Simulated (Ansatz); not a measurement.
# Changed inputs in constrained RPA: KOsF3 (cubic perovskite) (Pm-3m), part 2 of 2

Aim: hold the target of a cRPA run on KOsF3 (cubic perovskite) (Pm-3m) and move one thing at a time.

Ansatz 0.2.0; constrained RPA on PBE, plane waves, PAW.

So far. Step 4 (Changed: 6×6×6 mesh): On the Os d shell, screening brings the on-site interaction from 12.6 eV down to U = 4.81 eV. Step 5 (Changed: smooth pair densities): On the Os d shell, screening brings the on-site interaction from 12.7 eV down to U = 4.92 eV.

The structure was built from a prototype and need not be the compound's stable phase.

## Step 7: Changed: volume +3 %

The cell differs from the one that the last finished run ended in (a 4.266 → 4.308 Å, b 4.266 → 4.308 Å, c 4.266 → 4.308 Å).

input.yaml reads:

```yaml
crystal:
  lattice:
    - [0.0, -4.3079801293, 0.0]
    - [0.0, 0.0, 4.3079801293]
    - [-4.3079801293, 0.0, 0.0]
  atoms:
    - { symbol: K, position: [0.0, 0.0, 0.0] }
    - { symbol: Os, position: [0.5, 0.5, 0.5] }
    - { symbol: F, position: [0.5, 0.5, 0.0] }
    - { symbol: F, position: [0.5, 0.0, 0.5] }
    - { symbol: F, position: [0.0, 0.5, 0.5] }
kpoints:
  mp_grid: { grid: [8, 8, 8] }
hamiltonian:
  xc: pbe
scf:
  occupations: { method: gaussian, width: 0.08 }
  n_extra_bands: 19
  max_iter: 150
  lower_state_search: "off"
output:
  crpa:
    kmesh: [4, 4, 4]
    target_bands: [v3, c2]
    projections: [{ species: Os, l: d, shell: 5 }]
  local_orbitals:
    kmesh: [8, 8, 8]
    orbitals: [{ species: Os, l: d, shell: 5 }]
    window: { bands: [v3, c2] }
    seedname: lo
```

The run is started by

```console
$ ansatz run input.yaml --threads 4 --pin off --max-ram 9216MiB --backend cpu --events-out ev --progress --plain --runs-dir out
```

Numbers of over 12 decimals in the logs are rounded to 6 here.

What it wrote:

```text
[...]
Crystal: 5 atoms, lattice volume = 79.950 Å³
Basis set: ecut = 420 eV, 1551 PW (Γ)
Bands: 42, of which v1, the nominal top of the filled ones, is band 23 counted from 1 (22 counted from 0)
Symmetry: 48 space group operations
[...]
k-points: 35 of 512
[...]
χ-basis size per q: N_G = 257..304
[...]
screened: U = 4.9060 eV, U' = 4.1703 eV, J = 0.3359 eV
      screened d-shell averages: U_bar = F0 = 4.3174 eV, J_bar = 0.4831 eV
      screened, to within: U = 8.1e-3 eV, U' = 8.1e-3 eV, J = 6.2e-4 eV
      screened d-shell averages, to within: U_bar = 6.9e-3 eV, J_bar = 9.2e-4 eV
      bare: V = 12.7406 eV, V' = 11.7495 eV, J = 0.4671 eV
      bare d-shell averages: V_bar = F0 = 11.9477 eV, J_bar = 0.6654 eV
[...]
[key lines of the parts left out:]
SCF converged after 6 iterations
Free energy (F): -15345.215846 eV
Fermi energy:    8.704059 eV
```

Wall time 2.3 min (4 threads of Arm Neoverse N1, shared host); peak memory 0.63 GiB.

This step gave:

```
U                                                 : 4.906 eV
U prime (inter-orbital)                           : 4.170 eV
J                                                 : 0.3359 eV
bare V                                            : 12.74 eV
bare J                                            : 0.4671 eV
stated bound on U                                 : 0.008095 eV
U over bare V                                     : 0.3851
electrons in the window                           : 6.000
head of the constrained inverse dielectric matrix : 0.3705
least eigenvalue of the projection's overlap      : 0.5271
target functions                                  : 5
bands in the sums                                 : 50
r.m.s. miss of the model bands                    : 0.002258 eV
width of the target bands                         : 4.551 eV
weight of the projected orbitals in the window    : 0.8413
```

On the Os d shell, screening brings the on-site interaction from 12.7 eV down to U = 4.91 eV.

## Step 8: Changed: volume -3 %

The cell differs from the one that the last finished run ended in (a 4.308 → 4.223 Å, b 4.308 → 4.223 Å, c 4.308 → 4.223 Å).

input.yaml: that of step 7 with these lines changed.

```diff
@@ -2,5 +2,5 @@
   lattice:
-    - [0.0, -4.3079801293, 0.0]
-    - [0.0, 0.0, 4.3079801293]
-    - [-4.3079801293, 0.0, 0.0]
+    - [0.0, -4.2226510577, 0.0]
+    - [0.0, 0.0, 4.2226510577]
+    - [-4.2226510577, 0.0, 0.0]
   atoms:
```

What it wrote:

```text
[...]
Crystal: 5 atoms, lattice volume = 75.293 Å³
Basis set: ecut = 420 eV, 1419 PW (Γ)
Bands: 42, of which v1, the nominal top of the filled ones, is band 23 counted from 1 (22 counted from 0)
Symmetry: 48 space group operations
[...]
k-points: 35 of 512
[...]
χ-basis size per q: N_G = 256..284
[...]
screened: U = 4.8820 eV, U' = 4.1537 eV, J = 0.3333 eV
      screened d-shell averages: U_bar = F0 = 4.2993 eV, J_bar = 0.4790 eV
      screened, to within: U = 7.9e-3 eV, U' = 7.9e-3 eV, J = 6.1e-4 eV
      screened d-shell averages, to within: U_bar = 6.7e-3 eV, J_bar = 9.1e-4 eV
      bare: V = 12.6766 eV, V' = 11.6917 eV, J = 0.4621 eV
      bare d-shell averages: V_bar = F0 = 11.8887 eV, J_bar = 0.6591 eV
[...]
[key lines of the parts left out:]
SCF converged after 6 iterations
Free energy (F): -15345.214263 eV
Fermi energy:    9.709619 eV
```

Wall time 2.3 min (4 threads); peak memory 0.63 GiB.

Numbers from this step:

| Property | Result |
| --- | --- |
| U | 4.882 eV |
| U prime (inter-orbital) | 4.154 eV |
| J | 0.3333 eV |
| bare V | 12.68 eV |
| bare J | 0.4621 eV |
| stated bound on U | 0.007847 eV |
| U over bare V | 0.3851 |
| electrons in the window | 6.000 |
| head of the constrained inverse dielectric matrix | 0.3634 |
| least eigenvalue of the projection's overlap | 0.5041 |
| target functions | 5 |
| bands in the sums | 50 |
| r.m.s. miss of the model bands | 0.002589 eV |
| width of the target bands | 5.055 eV |
| weight of the projected orbitals in the window | 0.8336 |

On the Os d shell, screening brings the on-site interaction from 12.7 eV down to U = 4.88 eV.

## Step 9: Side by side

Times are wall times on 4 threads of Arm Neoverse N1, shared host, good to a factor of about two.

| run | bare V (eV) | U (eV) | J (eV) | bound on U (eV) | width (eV) | time |
| --- | --- | --- | --- | --- | --- | --- |
| target window | 12.71 | 4.896 | 0.335 | 0.0079 | 4.79 | 2.3 min |
| 2×2×2 mesh | 13.13 | 5.152 | 0.344 | 0.0076 | 4.79 | 19 s |
| 6×6×6 mesh | 12.64 | 4.813 | 0.333 | 0.0078 | 4.79 | 14 min |
| smooth pair densities | 12.71 | 4.922 | 0.346 | 0.0079 | 4.79 | 2.1 min |
| volume +3 % | 12.74 | 4.906 | 0.336 | 0.0081 | 4.55 | 2.3 min |
| volume -3 % | 12.68 | 4.882 | 0.333 | 0.0078 | 5.06 | 2.3 min |

## Step 10: Summary of results

```yaml
target_window: U 4.90 eV, J 0.33 eV
2x2x2_mesh: U 5.15 eV, J 0.34 eV
6x6x6_mesh: U 4.81 eV, J 0.33 eV
smooth_pair_densities: U 4.92 eV, J 0.35 eV
volume_plus_3: U 4.91 eV, J 0.34 eV
volume_minus_3: U 4.88 eV, J 0.33 eV
```

2×2×2 mesh moves U by +0.26 eV at 0.13 times the time. 6×6×6 mesh moves U by −0.08 eV at 5.9 times the time. Smooth pair densities moves U by +0.03 eV. Volume +3 % moves U by +0.01 eV (within the solver's bounds, for the mean over orbitals). Volume -3 % moves U by −0.01 eV (within the solver's bounds, for the mean over orbitals). The printed bound covers the solver alone, not the mesh. The parent state is non-magnetic and the interaction static (zero frequency); U depends on the window and the orbitals, so it belongs to this model alone. Spin-orbit coupling, which is strong for atoms this heavy, is left out.

[Paths, hosts, dates, memory and timing lines, banners, echoed tables and standing remarks are left out of the program output.]

[Logs are printed without paths, hosts, clocks, repeated set-up lines and the standing remarks that a program may print on its own settings, such as how far it seeks lower states.]

[Runs of the session that timed out or met a known fault of the program may be left out.]

[Hosts, paths, dates, database ids (printed as entryN), source tags and the programs' standing remarks are cut or masked in the printed files.]
